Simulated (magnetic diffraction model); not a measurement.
**Magnetic neutron pattern of CsV₄I₁₃**

Space group I4/m (no. 87), a = 13.1690 Å, c = 9.2090 Å.

| site | atom | x | y | z |
| --- | --- | --- | --- | --- |
| 2b | Cs | 0 | 0 | 1/2 |
| 16i | I | 0.2916 | 0.4046 | 0.7346 |
| 8h | I | 0.0980 | 0.3483 | 1/2 |
| 2a | I | 0 | 0 | 0 |
| 8h | V | 0.0167 | 0.2960 | 0 |

The compound is invented for this exercise: a known structure type with other elements, its cell scaled to their sizes and not relaxed.

Only V is taken to order (form factors of V3+); orders and moment sizes are assumed, and not adapted to the symmetry. Radiation: neutrons of λ = 1.8 Å, 3° to 35°; isotropic B of 0.3 Å² (Cs), 0.31 Å² (I) and 0.32 Å² (V). Simulated constant-wavelength pattern: nuclear and magnetic terms add, the magnetic one as |2.695 fm × Σ f S⊥ exp(2πi Q·r) exp(−B s²)|², summed over all Q at one angle with the factor 1/(sin²θ cos θ). For collinear order S is the moment m, which repeats by lattice and centring translations R with the sign exp(−2πi k·R). Free-ion form factors, Sears's scattering lengths of 1992, no absorption; a label names one of the reflections at its angle. The strongest nuclear line in the range is 100, and lines under 0.2 are left out.

Assume the order k = (0 0 0), collinear moments along [111], 0.55 μB on V; signs + at (0.0167, 0.2960, 0), − at (0.2040, 0.5167, 1/2), + at (0.9833, 0.7040, 0), + at (0.7960, 0.4833, 1/2).

Predict the pattern, nuclear and magnetic parts apart.

```
2θ (°)    index  nuclear  magnetic
 11.09  (1 1 0)     10.0       0.4
 13.70  (1 0 1)      0.1       0.7
 15.71  (2 0 0)      0.0       0.2
 20.90  (2 1 1)     28.1       0.5
 22.29  (2 2 0)      0.3       0.1
 22.54  (0 0 2)      1.5       0.1
 24.96  (3 1 0)     20.8       0.1
 25.19  (1 1 2)      2.3       0.2
 26.26  (3 0 1)      4.0       0.1
 27.60  (2 0 2)     14.3       0.1
 30.74  (3 2 1)      6.4       0.2
 31.73  (4 0 0)      1.7       0.0
 31.91  (2 2 2)     12.6       0.1
 33.71  (3 3 0)      1.3       0.0
 33.88  (1 3 2)    100.0       0.1
 34.70  (4 1 1)      0.9       0.1
```

The strongest magnetic line in the range is (1 0 1) at 13.70° (0.7). On top of the Lorentz factor, which all lines share, magnetic lines fade with angle because f falls: for V3+ it is 0.89, 0.63, 0.38 and 0.08 at sin θ/λ = 0.1, 0.2, 0.3 and 0.5 Å⁻¹, while nuclear lengths stay constant. The net moment is 1.10 μB a primitive cell.

[Logs are printed without paths, hosts, clocks, repeated set-up lines and the standing remarks that a program may print on its own settings, such as how far it seeks lower states.]
